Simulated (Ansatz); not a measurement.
# 1T-SnSe2 bilayer (AA) in a perpendicular field

What dipole does a perpendicular field induce in the 1T-SnSe2 bilayer (AA), and does the gap follow? A positive field points along +c.

Program: Ansatz 0.2.0. Level of theory: plane-wave DFT, PBE-D3(BJ), Ansatz PAW. Results are calculated unless marked as measured.

**1. Starting point**

The cell holds 6 atoms: 4 Se and 2 Sn. Its edges and angles: a = 3.870 Å, b = 3.870 Å, c = 45.621 Å, α = 90.0°, β = 90.0°, γ = 120.0°. Regions: layer 1: 1T-SnSe2, 3 atoms (2 Se and 1 Sn); layer 2: 1T-SnSe2, 3 atoms (2 Se and 1 Sn). Vacuum lies along c.

Coordinates:

```cif
data_structure
_symmetry_space_group_name_H-M 'P 1'
_symmetry_Int_Tables_number 1
_cell_length_a 3.8700
_cell_length_b 3.8700
_cell_length_c 45.6210
_cell_angle_alpha 90.000
_cell_angle_beta 90.000
_cell_angle_gamma 120.000
_cell_volume 591.72
loop_
_atom_site_label
_atom_site_type_symbol
_atom_site_fract_x
_atom_site_fract_y
_atom_site_fract_z
_atom_site_occupancy
Se1 Se 0.66667 0.33333 0.41976 1
Sn2 Sn 0.00000 0.00000 0.44289 1
Se3 Se 0.33333 0.66667 0.46602 1
Se4 Se 0.66667 0.33333 0.53398 1
Sn5 Sn 0.00000 0.00000 0.55711 1
Se6 Se 0.33333 0.66667 0.58024 1
```

**2. Relaxation**

The starting cell is a guess, so the in-plane lattice and the atoms are relaxed first, with the slab cut off from its images along the normal.

File input.yaml:

```yaml
crystal:
  lattice:
    - [3.87, 0.0, 0.0]
    - [-1.935, 3.3515183126, 0.0]
    - [0.0, 0.0, 45.6209780866]
  atoms:
    - { symbol: Se, position: [0.6666666667, 0.3333333333, 0.4197630301] }
    - { symbol: Sn, position: [0.0, 0.0, 0.4428937162] }
    - { symbol: Se, position: [0.3333333333, 0.6666666667, 0.4660244022] }
    - { symbol: Se, position: [0.6666666667, 0.3333333333, 0.5339755978] }
    - { symbol: Sn, position: [0.0, 0.0, 0.5571062838] }
    - { symbol: Se, position: [0.3333333333, 0.6666666667, 0.5802369699] }
  periodic: [true, true, false]
kpoints:
  mp_grid: { grid: [12, 12, 1] }
hamiltonian:
  xc: pbe
  dispersion: d3bj
scf:
  occupations: { method: fermi_dirac, width: 0.05 }
  convergence: { dr2_threshold: 1.0e-09 }
relax:
  f_tol: 0.004
  max_steps: 90
  cell: {}
output:
  write_potential: true
  write_density: true
  volumetric_format: npy
```

The run is started by

```console
> ansatz run input.yaml --threads 4 --pin off --max-ram 8192MiB --backend cpu --events-out ev --progress --plain --runs-dir out
```

Numbers of over 12 decimals in the logs are rounded to 6 here.

The log of the run:

```text
Warning: relax.cell: scf.convergence.dr2_threshold = 1e-9 eV is looser than the 1.99989145901e-10 eV advised for a relaxation that steers and ends on the stress (1e-10 eV for each atom of the cell: 6, times the square of relax.cell.stress_2d_tol = 0.05 N/m over 17.3 Å (the atoms' height at the walk's start and 5 Å past either face), 2.887e-2 GPa, over a crystal's default 0.05). What an SCF threshold leaves in a stress goes as its square root, and in the free energy as the threshold itself, and one threshold admits the most on a small cell: [figures from the program's tests cut] Set scf.convergence.dr2_threshold to 1.99989145901e-10 eV or tighter. [rest of the remark cut]
Engine: ansatz 0.2.0, x86_64-unknown-linux-gnu
Pseudopotentials: kind: paw
Pseudopotential: Se, paw, valence charge 16, recommended cutoff 420 eV (normal), Se.paw.azcp
Pseudopotential: Sn, paw, valence charge 14, recommended cutoff 420 eV (normal), Sn.paw.azcp
Functional definition: PBE
  parameter kappa = 0.804
  parameter beta = 0.066725
  exchange = pbe_x(kappa = kappa, mu = beta*pi^2/3)
  correlation = pbe_c(beta = beta)
Crystal: 6 atoms, lattice volume = 591.721 Å³
Basis set: ecut = 420 eV, 11673 PW (Γ), exchange–correlation on 54×54×640 points (8 copies of the dense FFT grid, shifted against one another)
Bands: 56, of which v1, the nominal top of the filled ones, is band 46 counted from 1 (45 counted from 0)
Symmetry: 12 space group operations
Space group: P-3m1 (ITA 164), of the structure as read, at distance tolerance 8.4e-5 Å
k-points: 19 of 144
Non-local potential: Se, projectors of the file, l = 0: 2, l = 1: 2, l = 2: 3, l = 3: 1
Non-local potential: Sn, projectors of the file, l = 0: 2, l = 1: 2, l = 2: 2, l = 3: 2
PAW form: soft (Blöchl's): semilocal exchange-correlation on the pseudo side does not see the compensation charge
PAW one-centre angular grid: Se, 590 points (default); XC on 64 Gauss nodes
PAW one-centre angular grid: Sn, 590 points (default); XC on 64 Gauss nodes
Initial density: superposition of atomic densities (neutral atoms: chi_scale 0, normalization atom), corrected by the library's trained network
Initial wavefunctions: pseudopotential atomic-orbital guess
Functional: x = pbe(κ = 0.804, μ = 0.219515), c = pbe(β = 0.066725)
SCF iter   1: F=—  HF=-33922.988709 eV  |F-HF|=—  |Δ(HF+E_count)|=         —  Δρ=1.99e-3  dr2=6.33e-2  ethr=1.77e-3  ⟨swp⟩=14.5  Hψ=6514  notcnv=0  defer=21
preconditioner: auto → LDOS  [insulator: Δε(μ)=0.368 eV  Ē_g=17.060 eV  σ=0.050 eV  W_gap=0.87  n_scr=94 (ndim 8)  ℏωp=11.0 eV  f_vac=0.760  D(μ)=0.07/eV (n_scr^D=2)  ε∞_Penn≈1.4  β→1.0]
SCF iter   2: F=—  HF=-33923.006903 eV  |F-HF|=—  |Δ(HF+E_count)|=   1.82e-2  Δρ=2.11e-3  dr2=1.60e-1  ethr=6.88e-5  ⟨swp⟩=5.2  Hψ=3178  notcnv=0  defer=67
preconditioner: auto → Resta (q_TF=auto, 2.001 Å⁻¹)  ε∞=1.4  [insulator: Δε(μ)=0.389 eV  Ē_g=17.052 eV  σ=0.050 eV  W_gap=0.90  n_scr=94 (ndim 8)  ℏωp=11.0 eV  f_vac=0.761  D(μ)=0.05/eV (n_scr^D=0)  ε∞_Penn≈1.4  vacuum switching on, ρ_ref=2.1e-2 e/Å³  β→0.5]
SCF iter   3: F=—  HF=-33922.975219 eV  |F-HF|=—  |Δ(HF+E_count)|=   3.17e-2  Δρ=3.74e-4  dr2=3.34e-3  ethr=6.88e-5  ⟨swp⟩=4.1  Hψ=2067  notcnv=0  defer=67
SCF iter   4: F=—  HF=-33922.975028 eV  |F-HF|=—  |Δ(HF+E_count)|=   1.92e-4  Δρ=1.75e-4  dr2=2.64e-4  ethr=3.64e-6  ⟨swp⟩=3.4  Hψ=1861  notcnv=0  defer=67
SCF iter   5: F=—  HF=-33922.975101 eV  |F-HF|=—  |Δ(HF+E_count)|=   7.37e-5  Δρ=6.23e-5  dr2=1.57e-5  ethr=2.87e-7  ⟨swp⟩=3.5  Hψ=1954  notcnv=0  defer=67
SCF iter   6: F=—  HF=-33922.975113 eV  |F-HF|=—  |Δ(HF+E_count)|=   1.20e-5  Δρ=1.56e-5  dr2=1.22e-6  ethr=1.70e-8  ⟨swp⟩=3.2  Hψ=2180  notcnv=0  defer=67
SCF iter   7: F=—  HF=-33922.975168 eV  |F-HF|=—  |Δ(HF+E_count)|=   5.48e-5  Δρ=3.73e-6  dr2=8.42e-8  ethr=1.33e-9  ⟨swp⟩=3.3  Hψ=2143  notcnv=0  defer=67
SCF iter   8: F=—  HF=-33922.975168 eV  |F-HF|=—  |Δ(HF+E_count)|=   6.82e-8  Δρ=1.72e-6  dr2=2.13e-8  ethr=9.15e-11  ⟨swp⟩=3.2  Hψ=2253  notcnv=0  defer=67
SCF iter   9: F=—  HF=-33922.975168 eV  |F-HF|=—  |Δ(HF+E_count)|=   8.99e-9  Δρ=4.60e-7  dr2=1.31e-9  ethr=2.31e-11  ⟨swp⟩=3.6  Hψ=2355  notcnv=0  defer=67
SCF iter  10: F=-33922.975168 eV  HF=-33922.975168 eV  |F-HF|=2.04e-10  |Δ(HF+E_count)|=   1.38e-9  Δρ=1.29e-7  dr2=9.08e-11  ethr=1.09e-12  ⟨swp⟩=12.4  Hψ=7896  notcnv=0
SCF 1 converged in 10 iterations: F = -33922.975168 eV  dr2 = 9.08e-11
  greatest PAW one-centre occupation: 1.000 electrons in one spin orbital (limit 2), on the Se atom at site 3 (counted from 0), in its partial waves of l = 2
relax step   1: F+E_penalty+E_count = -33922.97516820 eV  Δ(F+E_penalty+E_count) = +0.000e0 eV  max|allowed force component| = 5.184e0 eV/Å  Δτ_max = 0.0000 Å  P = +35.888 N/m  Ω = 591.721 Å³  fix = [c, alpha, beta]  reactions: c +0.000 N/m  (10 SCF iters, accepted)
Crystal: 6 atoms, lattice volume = 608.603 Å³
Basis set: ecut = 420 eV, 12057 PW (Γ), exchange–correlation on 54×54×640 points (8 copies of the dense FFT grid, shifted against one another)
Initial density: handed on by an earlier stage of this run
Initial wavefunctions: those handed on with the density
iter 1 solved again at ethr=1.74e-4 eV; its pass at ethr=3.10e-3 eV (dr2=1.60e-1 eV) is discarded
SCF iter   1: F=—  HF=-33926.686610 eV  |F-HF|=—  |Δ(HF+E_count)|=         —  Δρ=4.85e-3  dr2=1.58e-1  ethr=1.74e-4  ⟨swp⟩=4.3  Hψ=6515  notcnv=0
preconditioner: auto → Resta (q_TF=auto, 1.991 Å⁻¹)  ε∞=1.7  [insulator: Δε(μ)=0.370 eV  Ē_g=10.393 eV  σ=0.050 eV  W_gap=0.91  n_scr=94 (ndim 8)  ℏωp=8.5 eV  f_vac=0.754  D(μ)=0.05/eV (n_scr^D=0)  ε∞_Penn≈1.7  vacuum switching on, ρ_ref=7.8e-3 e/Å³]
SCF iter   2: F=—  HF=-33926.647620 eV  |F-HF|=—  |Δ(HF+E_count)|=   3.90e-2  Δρ=2.27e-3  dr2=2.02e-2  ethr=1.72e-4  ⟨swp⟩=4.4  Hψ=2048  notcnv=0  defer=6
SCF iter   3: F=—  HF=-33926.647636 eV  |F-HF|=—  |Δ(HF+E_count)|=   1.64e-5  Δρ=1.02e-3  dr2=2.28e-2  ethr=2.20e-5  ⟨swp⟩=3.9  Hψ=2349  notcnv=0  defer=7
SCF iter   4: F=—  HF=-33926.645593 eV  |F-HF|=—  |Δ(HF+E_count)|=   2.04e-3  Δρ=4.98e-4  dr2=4.44e-3  ethr=2.20e-5  ⟨swp⟩=3.0  Hψ=1501  notcnv=0  defer=8
SCF iter   5: F=—  HF=-33926.645385 eV  |F-HF|=—  |Δ(HF+E_count)|=   2.08e-4  Δρ=1.61e-4  dr2=1.95e-4  ethr=4.83e-6  ⟨swp⟩=3.1  Hψ=1650  notcnv=0  defer=8
SCF iter   6: F=—  HF=-33926.645426 eV  |F-HF|=—  |Δ(HF+E_count)|=   4.10e-5  Δρ=4.53e-5  dr2=1.65e-5  ethr=2.12e-7  ⟨swp⟩=3.4  Hψ=2082  notcnv=0  defer=8
SCF iter   7: F=—  HF=-33926.645439 eV  |F-HF|=—  |Δ(HF+E_count)|=   1.30e-5  Δρ=1.15e-5  dr2=8.20e-7  ethr=1.79e-8  ⟨swp⟩=3.7  Hψ=2370  notcnv=0  defer=8
[...]
SCF iter   8: F=—  HF=-33928.158711 eV  |F-HF|=—  |Δ(HF+E_count)|=   2.80e-7  Δρ=2.29e-6  dr2=6.96e-8  ethr=4.16e-10  ⟨swp⟩=3.0  Hψ=2154  notcnv=0  defer=10
SCF iter   9: F=—  HF=-33928.158711 eV  |F-HF|=—  |Δ(HF+E_count)|=   5.19e-9  Δρ=6.79e-7  dr2=4.08e-9  ethr=7.56e-11  ⟨swp⟩=4.0  Hψ=2468  notcnv=0  defer=10
SCF iter  10: F=-33928.158711 eV  HF=-33928.158711 eV  |F-HF|=8.59e-10  |Δ(HF+E_count)|=   4.47e-9  Δρ=1.69e-7  dr2=1.56e-10  ethr=1.09e-12  ⟨swp⟩=11.4  Hψ=7222  notcnv=0
SCF 3 converged in 10 iterations: F = -33928.158711 eV  dr2 = 1.56e-10
relax step   3: F+E_penalty+E_count = -33928.15871141 eV  Δ(F+E_penalty+E_count) = -1.513e0 eV  max|allowed force component| = 1.177e0 eV/Å  Δτ_max = 0.1945 Å  P = +3.280 N/m  Ω = 604.908 Å³  energy of the carried Pulay correction = -1.358e-3 eV  fix = [c, alpha, beta]  reactions: c +0.000 N/m  (10 SCF iters, accepted)
[...]
relax step   4: F+E_penalty+E_count = -33928.45787817 eV  Δ(F+E_penalty+E_count) = -2.992e-1 eV  max|allowed force component| = 1.690e-1 eV/Å  Δτ_max = 0.1941 Å  P = +0.449 N/m  Ω = 596.402 Å³  energy of the carried Pulay correction = -4.855e-4 eV  fix = [c, alpha, beta]  reactions: c +0.000 N/m  (9 SCF iters, accepted)
[...]
relax step   5: F+E_penalty+E_count = -33928.52795466 eV  Δ(F+E_penalty+E_count) = -7.008e-2 eV  max|allowed force component| = 8.181e-2 eV/Å  Δτ_max = 0.1943 Å  P = -0.977 N/m  Ω = 593.357 Å³  energy of the carried Pulay correction = -1.701e-4 eV  fix = [c, alpha, beta]  reactions: c -0.000 N/m  (10 SCF iters, accepted)
[...]
relax step   6: F+E_penalty+E_count = -33928.54534975 eV  Δ(F+E_penalty+E_count) = -1.740e-2 eV  max|allowed force component| = 9.144e-2 eV/Å  Δτ_max = 0.1034 Å  P = -0.567 N/m  Ω = 585.461 Å³  energy of the carried Pulay correction = +6.555e-4 eV  fix = [c, alpha, beta]  reactions: c -0.000 N/m  (9 SCF iters, accepted)
[...]
relax step   7: F+E_penalty+E_count = -33928.54943431 eV  Δ(F+E_penalty+E_count) = -4.085e-3 eV  max|allowed force component| = 1.404e-2 eV/Å  Δτ_max = 0.0505 Å  P = -0.040 N/m  Ω = 580.960 Å³  energy of the carried Pulay correction = +1.131e-3 eV  fix = [c, alpha, beta]  reactions: c -0.000 N/m  (9 SCF iters, accepted)
[...]
relax step   8: F+E_penalty+E_count = -33928.54946135 eV  Δ(F+E_penalty+E_count) = -2.704e-5 eV  max|allowed force component| = 1.623e-3 eV/Å  Δτ_max = 0.0024 Å  P = -0.011 N/m  Ω = 580.987 Å³  energy of the carried Pulay correction = +1.128e-3 eV  fix = [c, alpha, beta]  reactions: c -0.000 N/m  (6 SCF iters, accepted)
Initial wavefunctions: pseudopotential atomic-orbital guess (no wavefunctions were taken with the density)
iter 1 solved again at ethr=5.18e-7 eV; its pass at ethr=3.10e-3 eV (dr2=4.76e-4 eV) is discarded
SCF iter   1: F=—  HF=-33928.548852 eV  |F-HF|=—  |Δ(HF+E_count)|=         —  Δρ=9.00e-6  dr2=1.01e-7  ethr=5.18e-7  ⟨swp⟩=5.8  Hψ=9590  notcnv=0
eigensolver tolerance schedule: the retry pair's looser diagonalisation over-reported the residual by 4698.75 of it (diagonalisation noise at 3.65 of the residual, at the tolerance the schedule requests for it); recorded, not acted on — ethr = c·dr2/N_el stays at c = 1.0e-1
SCF iter   2: F=—  HF=-33928.548874 eV  |F-HF|=—  |Δ(HF+E_count)|=   2.20e-5  Δρ=4.69e-6  dr2=4.81e-8  ethr=1.10e-10  ⟨swp⟩=5.1  Hψ=3409  notcnv=0
SCF iter   3: F=—  HF=-33928.548874 eV  |F-HF|=—  |Δ(HF+E_count)|=   4.19e-8  Δρ=2.15e-6  dr2=1.17e-8  ethr=5.23e-11  ⟨swp⟩=2.8  Hψ=1646  notcnv=0
SCF iter   4: F=—  HF=-33928.548874 eV  |F-HF|=—  |Δ(HF+E_count)|=   1.15e-8  Δρ=6.90e-7  dr2=7.53e-9  ethr=1.27e-11  ⟨swp⟩=2.9  Hψ=1578  notcnv=0
SCF iter   5: F=—  HF=-33928.548874 eV  |F-HF|=—  |Δ(HF+E_count)|=  7.06e-10  Δρ=4.66e-7  dr2=7.70e-9  ethr=8.18e-12  ⟨swp⟩=2.5  Hψ=1322  notcnv=0
SCF iter   6: F=-33928.548874 eV  HF=-33928.548874 eV  |F-HF|=7.35e-10  |Δ(HF+E_count)|=  4.87e-10  Δρ=1.61e-7  dr2=8.27e-10  ethr=1.09e-12  ⟨swp⟩=12.9  Hψ=7751  notcnv=0
SCF 9 converged in 6 iterations: F = -33928.548874 eV  dr2 = 8.27e-10
relax step   9: F+E_penalty+E_count = -33928.54887433 eV  Δ(F+E_penalty+E_count) = +5.870e-4 eV  max|allowed force component| = 1.821e-3 eV/Å  Δτ_max = 0.0000 Å  P = -0.047 N/m  Ω = 580.987 Å³  fix = [c, alpha, beta]  reactions: c -0.000 N/m  stress off target by 4.73e-2 N/m on what of the cell is left free  SCF on the basis re-selected at this cell (its energy is not comparable with the rows above)  (6 SCF iters)
basis re-selected at this cell: Δ(F+E_penalty+E_count) = +5.870e-4 eV, ΔP = -0.037 N/m vs the last step (what re-selecting the basis moved, of the pressure what is left beyond the Pulay correction that the steps carried, after the strain that the cell walked since its last selection, with what the two solves' SCF thresholds leave and, on support functions, any second-order correction that the steps lacked; it is no m [...]
SCF converged after 6 iterations
Free energy (F): -33928.548874 eV
Harris-Foulkes:  -33928.548874 eV  (|F-HF|=7.35e-10)
Internal energy: -33928.548757 eV  (E = F + TS)
E sigma→0 (E₀):  -33928.548816 eV
Entropy (-TS):   -0.000118 eV (-0.020 meV/atom)
Fermi energy:    -5.574238 eV
--- Per-component energies (eV) ---
  E_band       = -3001.109786
  E_kinetic    = 848.156492
  E_local      = -468257.176514  (includes V_loc(G=0)·N_el)
  E_nonlocal   = -2444.745680
  E_hartree    = 233641.995371
  E_xc         = -1178.876563
  E_vxc        = -581.553295  (∫ρ·V_xc dr)
  E_paw        = -15927.426683  (= ΣΔE_a)
  E_vpaw       = 150.231170  (= ΣTr[D̂ρ^β])
  E_aug_tail   = -0.002421  (compensation charges beyond the density's cutoff)
  E_ewald      = 219391.365295
  E_disp       = -1.838053  (pairwise vdW)
  E_smearing   = -0.000118  (= −TS)
  E_closure    = 0.000000  (closes the sum)
  Σ components = -33928.548874   (vs F -33928.548874, Δ=0.00e0)
--- Forces (eV/Å), atoms counted from 1 ---
  atom   1  Se     0.00000000    -0.00000000    -0.00093640
  atom   2  Sn    -0.00000000     0.00000000    -0.00022851
  atom   3  Se    -0.00000000     0.00000000     0.00182055
  atom   4  Se    -0.00000000    -0.00000000    -0.00182055
  atom   5  Sn     0.00000000    -0.00000000     0.00022851
  atom   6  Se    -0.00000000     0.00000000     0.00093640
  max |Σ_I F_I| component: 8.10e-18 eV/Å
--- 2D stress c σ (N/m, compression-positive) ---
       -0.047347       0.000000       0.000000
       -0.000000      -0.047347      -0.000000
        0.000000      -0.000000      -0.000000
  P = ½ c Tr σ = -0.0473 N/m
--- Band table (eV; the first three rows and the last of 19) ---
  k-point 0: bands = [... 42 lower, -6.1574, -6.1574, -6.0382, -6.0382, -4.6735, -3.7886, -2.9089, -2.7978, ... 6 higher]
  k-point 1: bands = [... 42 lower, -6.4315, -6.2605, -6.1086, -5.9652, -4.1750, -3.6612, -2.4899, -2.3979, ... 6 higher]
  k-point 2: bands = [... 42 lower, -7.0788, -6.2253, -6.1383, -5.9402, -3.9310, -3.6327, -2.2097, -1.8405, ... 6 higher]
  k-point 18: bands = [... 42 lower, -7.2738, -7.2738, -6.4872, -6.4872, -4.6056, -3.8656, -1.1573, -1.1573, ... 6 higher]
  the weakly bound empty levels are not read free of the cell's end (no_gap_told)
--- Relaxed structure (8 steps of the walk, 8 accepted, 1 SCFs on fresh bases) ---
  F+E_penalty+E_count = -33928.54887433 eV   max|allowed force component| = 1.821e-3 eV/Å   (the final SCF, on the basis selected at the relaxed cell)
  cell:  # Å, volume = 580.9872 Å³
    - [3.834738, 0, 0]
    - [-1.917369, 3.320980, 0]
    - [0, 0, 45.6209780866]
  atoms:
    - { symbol: Se, position: [0.666667, 0.333333, 0.399346] }
    - { symbol: Sn, position: [-2.157897179932052e-18, -4.3157943598641035e-18, 0.434326] }
    - { symbol: Se, position: [0.333333, 0.666667, 0.469332] }
    - { symbol: Se, position: [0.666667, 0.333333, 0.530668] }
    - { symbol: Sn, position: [2.1578971799320518e-18, 4.3157943598641035e-18, 0.565674] }
    - { symbol: Se, position: [0.333333, 0.666667, 0.600654] }
```

The job ended after 4 min (4 threads of Intel Xeon at 2.50GHz (Skylake/Cascade Lake), shared host; peak memory 1.4 GiB; 12 min of CPU time).

Relaxation path:

| step | energy less that of the first step (eV) | largest force component (eV/Å) | volume (Å³) |
| --- | --- | --- | --- |
| 1 | 0.0000 | 5.1836 | 591.72 |
| 2 | -3.6703 | 2.9305 | 608.60 |
| 3 | -5.1835 | 1.1771 | 604.91 |
| 4 | -5.4827 | 0.1690 | 596.40 |
| 5 | -5.5528 | 0.0818 | 593.36 |
| 6 | -5.5702 | 0.0914 | 585.46 |
| 7 | -5.5743 | 0.0140 | 580.96 |
| 8 | -5.5743 | 0.0016 | 580.99 |
| 9* | -5.5737 | 0.0018 | 580.99 |

Relaxation steps marked * repeat the geometry before them on a plane-wave basis chosen anew for their cell, so energy and pressure can jump there.

The run keeps the 12 symmetry operations that it works with, so distortions that break them were not tested.

| cell as run | before | after | change |
| --- | --- | --- | --- |
| a (Å) | 3.870 | 3.835 | -0.9 % |
| b (Å) | 3.870 | 3.835 | -0.9 % |

The atoms that moved most (Å, along periodic axes as changes of fractional coordinates times the final cell, across vacuum about the mean position):

| atom | dx | dy | dz | length |
| --- | --- | --- | --- | --- |
| Se1 | 0.000 | 0.000 | -0.931 | 0.931 |
| Se6 | 0.000 | 0.000 | 0.931 | 0.931 |
| Sn5 | 0.000 | 0.000 | 0.391 | 0.391 |
| Sn2 | 0.000 | 0.000 | -0.391 | 0.391 |
| Se3 | 0.000 | 0.000 | 0.151 | 0.151 |
| Se4 | 0.000 | 0.000 | -0.151 | 0.151 |

The relaxed structure:

```xyz
6
Lattice="3.8347 0.0000 0.0000 -1.9174 3.3210 0.0000 0.0000 0.0000 45.6210" Properties=species:S:1:pos:R:3
Se    1.9174    1.1070   18.2186
Sn    0.0000    0.0000   19.8144
Se    0.0000    2.2140   21.4114
Se    1.9174    1.1070   24.2096
Sn    0.0000    0.0000   25.8066
Se    0.0000    2.2140   27.4024
```

Numbers from this step:

| Item | Value |
| --- | --- |
| energy at zero smearing | -33928.5488 eV |

The lattice constant a goes from 3.870 to 3.835 Å.

(Part 1 of 2 ends here.)

[Logs are printed without paths, hosts, clocks, repeated set-up lines and the standing remarks that a program may print on its own settings, such as how far it seeks lower states.]

[Hosts, paths, dates, database ids (printed as entryN), source tags and the programs' standing remarks are cut or masked in the printed files.]

[Maps of the electrostatic potential energy from Ansatz leave out the sawtooth potential of an applied field or a dipole correction, so their vacuum need not be flat; planar profiles and work functions include it.]
